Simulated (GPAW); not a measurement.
The P K edge of atom 1 in PNO (Cc), with 2 N at 1.55 Å and 2 O at 1.60 Å (tetrahedral, site symmetry 1), was computed in 2 ways: full core hole (charged cell) and no core hole. Program and functional: GPAW, LDA, Gaussian full width 0.9 eV up to 4 eV, rising linearly to 3.5 eV at 25 eV; cells of 6 and 24 atoms (the run without a hole in the smaller).

Each run is counted from its own lowest empty level or Fermi level and scaled to a mean of 1 over its first 20 eV.

| E (eV) | run 1 | run 2 |
| --- | --- | --- |
| -2.0 | 0.00 | 0.00 |
| -1.5 | 0.00 | 0.00 |
| -1.0 | 0.00 | 0.05 |
| -0.5 | 0.04 | 0.94 |
| 0.0 | 0.33 | 3.87 |
| 0.5 | 1.10 | 3.79 |
| 1.0 | 1.57 | 2.62 |
| 1.5 | 1.52 | 2.71 |
| 2.0 | 1.42 | 1.80 |
| 2.5 | 1.46 | 1.08 |
| 3.0 | 1.74 | 0.88 |
| 3.5 | 1.46 | 0.93 |
| 4.0 | 1.14 | 0.80 |
| 4.5 | 1.19 | 0.59 |
| 5.0 | 1.14 | 0.63 |
| 5.5 | 1.05 | 0.78 |
| 6.0 | 1.10 | 0.78 |
| 6.5 | 1.29 | 0.73 |
| 7.0 | 1.35 | 0.76 |
| 7.5 | 1.21 | 0.77 |
| 8.0 | 0.99 | 0.72 |
| 8.5 | 0.82 | 0.63 |
| 9.0 | 0.74 | 0.57 |
| 9.5 | 0.71 | 0.55 |
| 10.0 | 0.70 | 0.56 |
| 10.5 | 0.68 | 0.57 |
| 11.0 | 0.63 | 0.57 |
| 11.5 | 0.59 | 0.55 |
| 12.0 | 0.56 | 0.54 |
| 12.5 | 0.58 | 0.55 |
| 13.0 | 0.65 | 0.60 |
| 13.5 | 0.74 | 0.69 |
| 14.0 | 0.81 | 0.78 |
| 14.5 | 0.87 | 0.86 |
| 15.0 | 0.91 | 0.91 |
| 15.5 | 0.94 | 0.94 |
| 16.0 | 0.94 | 0.94 |
| 16.5 | 0.92 | 0.93 |
| 17.0 | 0.91 | 0.92 |
| 17.5 | 0.91 | 0.92 |
| 18.0 | 0.93 | 0.93 |
| 18.5 | 0.95 | 0.94 |
| 19.0 | 0.97 | 0.93 |
| 19.5 | 1.00 | 0.93 |
| 20.0 | 1.04 | 0.91 |
| 20.5 | 1.09 | 0.89 |
| 21.0 | 1.13 | 0.85 |
| 21.5 | 1.17 | 0.80 |
| 22.0 | 1.18 | 0.73 |
| 22.5 | 1.17 | 0.66 |
| 23.0 | 1.13 | 0.58 |
| 23.5 | 1.07 | 0.50 |
| 24.0 | 0.98 | 0.44 |
| 24.5 | 0.89 | 0.39 |
| 25.0 | 0.80 | 0.35 |
| 25.5 | 0.73 | 0.33 |
| 26.0 | 0.67 | 0.31 |
| 26.5 | 0.64 | 0.31 |
| 27.0 | 0.61 | 0.30 |
| 27.5 | 0.59 | 0.31 |
| 28.0 | 0.58 | 0.31 |
| 28.5 | 0.56 | 0.31 |
| 29.0 | 0.54 | 0.32 |
| 29.5 | 0.52 | 0.32 |

**Question.** Which run is which?

Run 1: no core hole (area from −2 to 6 eV 7.9, main maxima 1.1 eV (1.58), 3.1 eV (1.75), 4.6 eV (1.20) and 6.9 eV (1.36)). Run 2: full core hole (charged cell) (area from −2 to 6 eV 10.9, main maxima 0.2 eV (4.46), 1.3 eV (2.78), 5.7 eV (0.80) and 15.8 eV (0.94)). With each curve scaled to its own mean, the area from −2 to 6 eV with the hole is 10.9 against 7.9, and the centre of weight from −1 to 20 eV moves by -1.5 eV: the hole pulls the absorber's empty states down.

[Hosts, paths, dates, database ids (printed as entryN), source tags and the programs' standing remarks are cut or masked in the printed files.]

[Lists of maxima count a maximum above −3 eV only where it reaches 4 % of the highest in the window and stands out from its surroundings by 2 % of it (1.5 % where it reaches 55 %); shoulders and weaker maxima are passed over, and of the rest the first, up to two pre-edge ones and the few strongest are named.]
